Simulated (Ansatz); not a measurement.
# Ca on W(110): change of the work function, part 2 of 3

How does Ca on the hollow site change the work function of W(110) as the layer fills?

Ansatz 0.2.0; plane-wave DFT, PBE, Ansatz PAW.

So far, work function, upper face (eV): step 2 (the clean slab) 4.84.

### Step 3. The covered slab, k-mesh 4×4×1, coverage 0.111 ML

System of this step: CaW36 (Ca/W(110)). The cell holds 37 atoms: 36 W and 1 Ca. Its edges and angles: a = 8.210 Å, b = 8.210 Å, c = 27.831 Å, α = 90.0°, β = 90.0°, γ = 70.5°. Vacuum lies along c.

The clean slab as it ended is repeated in the plane and the adsorbate is set on one face; the cell's size fixes the coverage, and the k-mesh shrinks with it to keep the sampling density about even. Adsorbate and upper layers relax, since the dipole depends on the height.

Input file input.yaml:

```yaml
crystal:
  lattice:
    - [6.7033722855, -4.74, 0.0]
    - [6.7033722855, 4.74, 0.0]
    - [0.0, 0.0, 27.8312890161]
  atoms:
    - { symbol: W, position: [0.0, 0.0, 0.323377045] }
    - { symbol: W, position: [0.1666666667, 0.1666666667, 0.4036628495] }
    - { symbol: W, position: [0.0, 0.0, 0.485309634] }
    - { symbol: W, position: [0.1666666667, 0.1666666667, 0.5640759779] }
    - { symbol: W, position: [0.0, 0.3333333333, 0.323377045] }
    - { symbol: W, position: [0.1666666667, 0.5, 0.4036628495] }
    - { symbol: W, position: [0.0, 0.3333333333, 0.485309634] }
    - { symbol: W, position: [0.1666666667, 0.5, 0.5640759779] }
    - { symbol: W, position: [0.0, 0.6666666667, 0.323377045] }
    - { symbol: W, position: [0.1666666667, 0.8333333333, 0.4036628495] }
    - { symbol: W, position: [0.0, 0.6666666667, 0.485309634] }
    - { symbol: W, position: [0.1666666667, 0.8333333333, 0.5640759779] }
    - { symbol: W, position: [0.3333333333, 0.0, 0.323377045] }
    - { symbol: W, position: [0.5, 0.1666666667, 0.4036628495] }
    - { symbol: W, position: [0.3333333333, 0.0, 0.485309634] }
    - { symbol: W, position: [0.5, 0.1666666667, 0.5640759779] }
    - { symbol: W, position: [0.3333333333, 0.3333333333, 0.323377045] }
    - { symbol: W, position: [0.5, 0.5, 0.4036628495] }
    - { symbol: W, position: [0.3333333333, 0.3333333333, 0.485309634] }
    - { symbol: W, position: [0.5, 0.5, 0.5640759779] }
    - { symbol: W, position: [0.3333333333, 0.6666666667, 0.323377045] }
    - { symbol: W, position: [0.5, 0.8333333333, 0.4036628495] }
    - { symbol: W, position: [0.3333333333, 0.6666666667, 0.485309634] }
    - { symbol: W, position: [0.5, 0.8333333333, 0.5640759779] }
    - { symbol: W, position: [0.6666666667, 0.0, 0.323377045] }
    - { symbol: W, position: [0.8333333333, 0.1666666667, 0.4036628495] }
    - { symbol: W, position: [0.6666666667, 0.0, 0.485309634] }
    - { symbol: W, position: [0.8333333333, 0.1666666667, 0.5640759779] }
    - { symbol: W, position: [0.6666666667, 0.3333333333, 0.323377045] }
    - { symbol: W, position: [0.8333333333, 0.5, 0.4036628495] }
    - { symbol: W, position: [0.6666666667, 0.3333333333, 0.485309634] }
    - { symbol: W, position: [0.8333333333, 0.5, 0.5640759779] }
    - { symbol: W, position: [0.6666666667, 0.6666666667, 0.323377045] }
    - { symbol: W, position: [0.8333333333, 0.8333333333, 0.4036628495] }
    - { symbol: W, position: [0.6666666667, 0.6666666667, 0.485309634] }
    - { symbol: W, position: [0.8333333333, 0.8333333333, 0.5640759779] }
    - { symbol: Ca, position: [0.28, 0.28, 0.676622955] }
kpoints:
  mp_grid: { grid: [4, 4, 1] }
hamiltonian:
  xc: pbe
scf:
  occupations: { method: fermi_dirac, width: 0.1 }
  convergence: { dr2_threshold: 1.0e-08 }
efield:
  axis: 3
  dipole_correction: true
  ramp_position: 0.97
  ramp_width: 0.06
relax:
  f_tol: 0.02
  max_steps: 60
  constraints:
    - { sites: [0, 1, 4, 5, 8, 9, 12, 13, 16, 17, 20, 21, 24, 25, 28, 29, 32, 33] }
output:
  write_potential: true
  write_density: true
  volumetric_format: npy
```

Command:

```bash
ansatz run input.yaml --threads 4 --pin off --max-ram 16384MiB --backend cpu --events-out ev --progress --plain --runs-dir out
```

Numbers of over 12 decimals in the logs are rounded to 6 here.

The program printed:

```text
[...]
Crystal: 37 atoms, lattice volume = 1768.622 Å³
Basis set: ecut = 420 eV, 34605 PW (Γ), exchange–correlation on 120×120×384 points (8 copies of the dense FFT grid, shifted against one another)
Bands: 309, of which v1, the nominal top of the filled ones, is band 257 counted from 1 (256 counted from 0)
Symmetry: 2 space group operations
[...]
k-points: 7 of 16 (time reversal used)
[...]
SCF iter   1: F=—  HF=-375646.439801 eV  |F-HF|=—  |Δ(HF+E_count)|=         —  Δρ=9.62e-3  dr2=3.94e1  ethr=1.77e-3  p=0.972 e·Å  D=9.94e-2 V/Å  ΔV_dip=-2.77 eV  dr2_dipole=1.52e1  V_vac-E_F(+/−)=2.47/5.24 eV  ⟨swp⟩=13.7  Hψ=13270  notcnv=0
[...]
SCF iter  11: F=-375645.554113 eV  HF=-375645.554113 eV  |F-HF|=2.27e-9  |Δ(HF+E_count)|=   8.50e-9  Δρ=2.60e-7  dr2=4.87e-9  ethr=1.95e-12  p=0.833 e·Å  D=8.52e-2 V/Å  ΔV_dip=-2.37 eV  dr2_dipole=9.88e-10  V_vac-E_F(+/−)=2.53/4.90 eV  ⟨swp⟩=8.7  Hψ=16338  notcnv=0
SCF 1 converged in 11 iterations: F = -375645.554113 eV  dr2 = 4.87e-9
[...]
relax step   1: F+E_penalty+E_count = -375645.55411327 eV  Δ(F+E_penalty+E_count) = +0.000e0 eV  max|allowed force component| = 1.602e0 eV/Å  Δτ_max = 0.0000 Å  (11 SCF iters, accepted)
[...]
SCF iter  10: F=-375645.869904 eV  HF=-375645.869904 eV  |F-HF|=1.46e-9  |Δ(HF+E_count)|=   2.68e-9  Δρ=2.32e-7  dr2=2.94e-9  ethr=1.95e-12  p=0.874 e·Å  D=8.94e-2 V/Å  ΔV_dip=-2.49 eV  dr2_dipole=5.10e-11  V_vac-E_F(+/−)=2.41/4.90 eV  ⟨swp⟩=11.3  Hψ=15403  notcnv=0
SCF 2 converged in 10 iterations: F = -375645.869904 eV  dr2 = 2.94e-9
[...]
relax step   2: F+E_penalty+E_count = -375645.86990398 eV  Δ(F+E_penalty+E_count) = -3.158e-1 eV  max|allowed force component| = 1.357e0 eV/Å  Δτ_max = 0.1948 Å  (10 SCF iters, accepted)
SCF iter   1: F=—  HF=-375646.137477 eV  |F-HF|=—  |Δ(HF+E_count)|=         —  Δρ=2.57e-3  dr2=1.02e0  ethr=7.64e-4  p=0.874 e·Å  D=8.94e-2 V/Å  ΔV_dip=-2.49 eV  dr2_dipole=2.86e-1  V_vac-E_F(+/−)=2.43/4.92 eV  ⟨swp⟩=7.7  Hψ=6410  notcnv=0
[...]
SCF iter  10: F=-375646.093298 eV  HF=-375646.093298 eV  |F-HF|=1.92e-9  |Δ(HF+E_count)|=   5.24e-9  Δρ=1.88e-7  dr2=1.82e-9  ethr=1.95e-12  p=0.862 e·Å  D=8.82e-2 V/Å  ΔV_dip=-2.46 eV  dr2_dipole=2.06e-10  V_vac-E_F(+/−)=2.44/4.89 eV  ⟨swp⟩=11.3  Hψ=14615  notcnv=0
SCF 3 converged in 10 iterations: F = -375646.093298 eV  dr2 = 1.82e-9
[...]
relax step   3: F+E_penalty+E_count = -375646.09329826 eV  Δ(F+E_penalty+E_count) = -2.234e-1 eV  max|allowed force component| = 6.779e-1 eV/Å  Δτ_max = 0.1919 Å  (10 SCF iters, accepted)
[...]
relax step   4: F+E_penalty+E_count = -375646.17004212 eV  Δ(F+E_penalty+E_count) = -7.674e-2 eV  max|allowed force component| = 1.979e-1 eV/Å  Δτ_max = 0.1993 Å  (9 SCF iters, accepted)
[...]
relax step   5: F+E_penalty+E_count = -375646.20916253 eV  Δ(F+E_penalty+E_count) = -3.912e-2 eV  max|allowed force component| = 1.925e-1 eV/Å  Δτ_max = 0.2000 Å  (9 SCF iters, accepted)
[...]
relax step   6: F+E_penalty+E_count = -375646.23332413 eV  Δ(F+E_penalty+E_count) = -2.416e-2 eV  max|allowed force component| = 2.677e-1 eV/Å  Δτ_max = 0.2000 Å  (9 SCF iters, accepted)
[...]
relax step   7: F+E_penalty+E_count = -375646.23915490 eV  Δ(F+E_penalty+E_count) = -5.831e-3 eV  max|allowed force component| = 2.377e-1 eV/Å  Δτ_max = 0.1974 Å  (9 SCF iters, accepted)
SCF iter   1: F=—  HF=-375646.250353 eV  |F-HF|=—  |Δ(HF+E_count)|=         —  Δρ=8.28e-4  dr2=5.66e-2  ethr=5.57e-5  p=0.829 e·Å  D=8.48e-2 V/Å  ΔV_dip=-2.36 eV  dr2_dipole=1.63e-2  V_vac-E_F(+/−)=2.53/4.89 eV  ⟨swp⟩=5.3  Hψ=4984  notcnv=0
[...]
SCF iter   8: F=-375646.249893 eV  HF=-375646.249893 eV  |F-HF|=8.32e-9  |Δ(HF+E_count)|=   7.74e-8  Δρ=4.32e-7  dr2=8.99e-9  ethr=1.95e-12  p=0.815 e·Å  D=8.33e-2 V/Å  ΔV_dip=-2.32 eV  dr2_dipole=1.65e-10  V_vac-E_F(+/−)=2.57/4.89 eV  ⟨swp⟩=11.9  Hψ=16172  notcnv=0
SCF 8 converged in 8 iterations: F = -375646.249893 eV  dr2 = 8.99e-9
relax step   8: F+E_penalty+E_count = -375646.24989329 eV  Δ(F+E_penalty+E_count) = -1.074e-2 eV  max|allowed force component| = 1.481e-2 eV/Å  Δτ_max = 0.0553 Å  (8 SCF iters, accepted)
NSCF: frozen V_eff on 7 k-points
[...]
SCF converged after 8 iterations
Free energy (F): -375646.249893 eV
[...]
Internal energy: -375645.334574 eV  (E = F + TS)
E sigma→0 (E₀):  -375645.792234 eV
Entropy (-TS):   -0.915319 eV (-24.738 meV/atom)
Fermi energy:    5.024137 eV
Dipole field:    D = 0.083340 V/Å  (p = 0.814567 e·Å, saw-weighted, corrected)
Work function:   Φ+ = 2.5692 eV   Φ− = 4.8887 eV
[...]
--- Forces (eV/Å), atoms counted from 1 ---
  atom   1  W      0.00017443     0.00000000     0.36408670
  atom   2  W     -0.04652371     0.00000000    -0.36523582
  atom   3  W     -0.00549306     0.00000000     0.00767255
  atom   4  W     -0.00752921     0.00000000     0.00001364
  atom   5  W      0.00387066     0.00449864     0.36515976
  atom   6  W     -0.00185540     0.00226134    -0.36574037
  atom   7  W      0.00363957     0.00134823    -0.00221194
  atom   8  W     -0.00394780     0.01114641     0.00380860
  atom   9  W     -0.00032386    -0.00200372     0.37938811
  atom  10  W     -0.00366813    -0.00959261    -0.35520467
  atom  11  W      0.00218577    -0.00687465     0.00375698
  atom  12  W     -0.00094810    -0.00770805    -0.00359721
  atom  13  W      0.00387066    -0.00449864     0.36515976
  atom  14  W     -0.00185540    -0.00226134    -0.36574037
  atom  15  W      0.00363957    -0.00134823    -0.00221194
  atom  16  W     -0.00394780    -0.01114641     0.00380860
  atom  17  W     -0.00008375     0.00000000     0.34055250
  atom  18  W      0.04401533     0.00000000    -0.36752685
  atom  19  W     -0.00209924     0.00000000     0.00309898
  atom  20  W      0.00913681     0.00000000    -0.00452180
  atom  21  W     -0.00343448     0.00483769     0.36549566
  atom  22  W      0.00107867     0.00945306    -0.35394253
  atom  23  W      0.00294108     0.00445441     0.00417968
  atom  24  W      0.00147437     0.00550862     0.00027642
  atom  25  W     -0.00032386     0.00200372     0.37938811
  atom  26  W     -0.00366813     0.00959261    -0.35520467
  atom  27  W      0.00218577     0.00687465     0.00375698
  atom  28  W     -0.00094810     0.00770805    -0.00359721
  atom  29  W     -0.00343448    -0.00483769     0.36549566
  atom  30  W      0.00107867    -0.00945306    -0.35394253
  atom  31  W      0.00294108    -0.00445441     0.00417968
  atom  32  W      0.00147437    -0.00550862     0.00027642
  atom  33  W      0.00032616     0.00000000     0.36409039
  atom  34  W     -0.00144557     0.00000000    -0.40408361
  atom  35  W      0.00952877     0.00000000     0.00552585
  atom  36  W     -0.00431891     0.00000000    -0.01158240
  atom  37  Ca     0.00226511     0.00000000    -0.01480910
  max |Σ_I F_I| component: 2.22e-5 eV/Å
--- Band table (eV; the first three rows and the last of 7) ---
  k-point 0: bands = [... 253 lower, 4.7310, 4.7397, 4.8291, 4.8333, 5.3086, 5.5395, 5.5464, 5.8233, ... 48 higher]
  k-point 1: bands = [... 253 lower, 4.9598, 4.9753, 5.0167, 5.0544, 5.0796, 5.1804, 5.2762, 5.3020, ... 48 higher]
  k-point 2: bands = [... 253 lower, 4.9689, 5.0076, 5.0133, 5.0655, 5.0779, 5.1778, 5.2454, 5.2619, ... 48 higher]
  k-point 6: bands = [... 253 lower, 4.5572, 4.6046, 4.7592, 4.8098, 4.8471, 4.8838, 4.8969, 5.0027, ... 48 higher]
--- Relaxed structure (8 steps of the walk, 8 accepted, 0 SCFs on fresh bases) ---
  F+E_penalty+E_count = -375646.24989329 eV   max|allowed force component| = 1.481e-2 eV/Å
  atoms:
    - { symbol: W, position: [0.0, 0.0, 0.323377] }
    - { symbol: W, position: [0.1666666667, 0.1666666667, 0.403663] }
    - { symbol: W, position: [0.000300161, 0.000300161, 0.485419] }
    - { symbol: W, position: [0.167554, 0.167554, 0.565026] }
    - { symbol: W, position: [-2.7755575615628914e-17, 0.333333, 0.323377] }
    - { symbol: W, position: [0.166667, 0.5, 0.403663] }
    - { symbol: W, position: [-0.000819498, 0.333363, 0.485114] }
    - { symbol: W, position: [0.164046, 0.502643, 0.563499] }
    - { symbol: W, position: [0.0, 0.6666666667, 0.323377] }
    - { symbol: W, position: [0.166667, 0.8333333333, 0.403663] }
    - { symbol: W, position: [-0.000468397, 0.667080, 0.484999] }
    - { symbol: W, position: [0.167325, 0.833734, 0.564709] }
    - { symbol: W, position: [0.333333, -2.7755575615628914e-17, 0.323377] }
    - { symbol: W, position: [0.5, 0.166667, 0.403663] }
    - { symbol: W, position: [0.333363, -0.000819498, 0.485114] }
    - { symbol: W, position: [0.502643, 0.164046, 0.563499] }
    - { symbol: W, position: [0.3333333333, 0.3333333333, 0.323377] }
    - { symbol: W, position: [0.5, 0.5, 0.403663] }
    - { symbol: W, position: [0.333320, 0.333320, 0.484747] }
    - { symbol: W, position: [0.499036, 0.499036, 0.565062] }
    - { symbol: W, position: [0.333333, 0.6666666667, 0.323377] }
    - { symbol: W, position: [0.500000, 0.833333, 0.403663] }
    - { symbol: W, position: [0.333258, 0.667383, 0.485106] }
    - { symbol: W, position: [0.499253, 0.832914, 0.564687] }
    - { symbol: W, position: [0.6666666667, 0.0, 0.323377] }
    - { symbol: W, position: [0.8333333333, 0.166667, 0.403663] }
    - { symbol: W, position: [0.667080, -0.000468397, 0.484999] }
    - { symbol: W, position: [0.833734, 0.167325, 0.564709] }
    - { symbol: W, position: [0.6666666667, 0.333333, 0.323377] }
    - { symbol: W, position: [0.833333, 0.500000, 0.403663] }
    - { symbol: W, position: [0.667383, 0.333258, 0.485106] }
    - { symbol: W, position: [0.832914, 0.499253, 0.564687] }
    - { symbol: W, position: [0.6666666667, 0.6666666667, 0.323377] }
    - { symbol: W, position: [0.8333333333, 0.8333333333, 0.403663] }
    - { symbol: W, position: [0.666299, 0.666299, 0.485424] }
    - { symbol: W, position: [0.833344, 0.833344, 0.564080] }
    - { symbol: Ca, position: [0.332853, 0.332853, 0.655225] }
```

The job ended after 16 min (4 threads of Intel Xeon Platinum 8175M at 2.50GHz (Skylake/Cascade Lake), shared host; peak memory 10 GiB).

The steps of the relaxation:

| step | energy less that of the first step (eV) | largest force component (eV/Å) |
| --- | --- | --- |
| 1 | 0.0000 | 1.6022 |
| 2 | -0.3158 | 1.3567 |
| 3 | -0.5392 | 0.6779 |
| 4 | -0.6159 | 0.1978 |
| 5 | -0.6551 | 0.1925 |
| 6 | -0.6792 | 0.2677 |
| 7 | -0.6850 | 0.2377 |
| 8 | -0.6958 | 0.0148 |

The run keeps the 2 symmetry operations that it works with, so distortions that break them were not tested.

The atoms that moved most (Å):

| atom | dx | dy | dz | length |
| --- | --- | --- | --- | --- |
| Ca37 | 0.709 | 0.000 | -0.596 | 0.926 |
| W20 | -0.013 | 0.000 | 0.027 | 0.030 |
| W8 | 0.000 | 0.025 | -0.016 | 0.030 |
| W16 | 0.000 | -0.025 | -0.016 | 0.030 |
| W4 | 0.012 | 0.000 | 0.026 | 0.029 |
| W28 | 0.007 | 0.001 | 0.018 | 0.019 |
| W12 | 0.007 | -0.001 | 0.018 | 0.019 |
| W24 | -0.008 | 0.002 | 0.017 | 0.019 |

The relaxed structure:

```xyz
37
Lattice="6.7034 -4.7400 0.0000 6.7034 4.7400 0.0000 0.0000 0.0000 27.8313" Properties=species:S:1:pos:R:3
W     0.0000    0.0000    9.0000
W     2.2345    0.0000   11.2345
W     0.0040    0.0000   13.5098
W     2.2464    0.0000   15.7254
W     2.2345    1.5800    9.0000
W     4.4689    1.5800   11.2345
W     2.2292    1.5840   13.5013
W     4.4691    1.6049   15.6829
W     4.4689    3.1600    9.0000
W     6.7034    3.1600   11.2345
W     4.4685    3.1642   13.4982
W     6.7105    3.1588   15.7166
W     2.2345   -1.5800    9.0000
W     4.4689   -1.5800   11.2345
W     2.2292   -1.5840   13.5013
W     4.4691   -1.6049   15.6829
W     4.4689    0.0000    9.0000
W     6.7034    0.0000   11.2345
W     4.4687    0.0000   13.4911
W     6.6904    0.0000   15.7264
W     6.7034    1.5800    9.0000
W     8.9378    1.5800   11.2345
W     6.7077    1.5838   13.5011
W     8.9300    1.5816   15.7160
W     4.4689   -3.1600    9.0000
W     6.7034   -3.1600   11.2345
W     4.4685   -3.1642   13.4982
W     6.7105   -3.1588   15.7166
W     6.7034   -1.5800    9.0000
W     8.9378   -1.5800   11.2345
W     6.7077   -1.5838   13.5011
W     8.9300   -1.5816   15.7160
W     8.9378    0.0000    9.0000
W    11.1723    0.0000   11.2345
W     8.9329    0.0000   13.5100
W    11.1724    0.0000   15.6991
Ca    4.4625    0.0000   18.2357
```

This step gave:

```
energy at zero smearing        : -375645.7922 eV
work function, upper face      : 2.569 eV
work function, lower face      : 4.889 eV
dipole along the normal        : 0.8146 e·Å
step between the vacuum levels : -2.319 eV
```

Running mean over 2.234 Å of the planar mean; the ramp of the sawtooth is left out. Table of electron's electrostatic potential energy less the Fermi level by z:

z (Å), electron's electrostatic potential energy less the Fermi level (eV) and a bar from the least value:
```
        4        4.9 ##############################
        5        4.9 ##############################
        6        4.7 ##############################
        7        3.3 ###########################
        8       -5.8 ############
        9      -12.2 #
       10      -12.6 
       11      -12.7 
       12      -12.5 #
       13      -12.6 
       14      -12.8 
       15      -12.7 
       16      -11.5 ##
       17       -3.2 ################
       18        1.7 #########################
       19        1.9 #########################
       20        2.4 ##########################
       21        2.5 ##########################
       22        2.6 ##########################
       23        2.6 ##########################
       24        2.6 ##########################
```

The relaxation took 8 steps and lowered the energy by 0.70 eV; the largest force on the free atoms ends at 0.015 eV/Å.

The covered face has 2.57 eV, -2.28 eV against the clean one; the bare back face has moved by -0.01 eV, a measure of how thin the slab is.

[end of part 2 of 3]

[Logs are printed without paths, hosts, clocks, repeated set-up lines and the standing remarks that a program may print on its own settings, such as how far it seeks lower states.]

[Hosts, paths, dates, database ids (printed as entryN), source tags and the programs' standing remarks are cut or masked in the printed files.]

[Maps of the electrostatic potential energy from Ansatz leave out the sawtooth potential of an applied field or a dipole correction, so their vacuum need not be flat; planar profiles and work functions include it.]
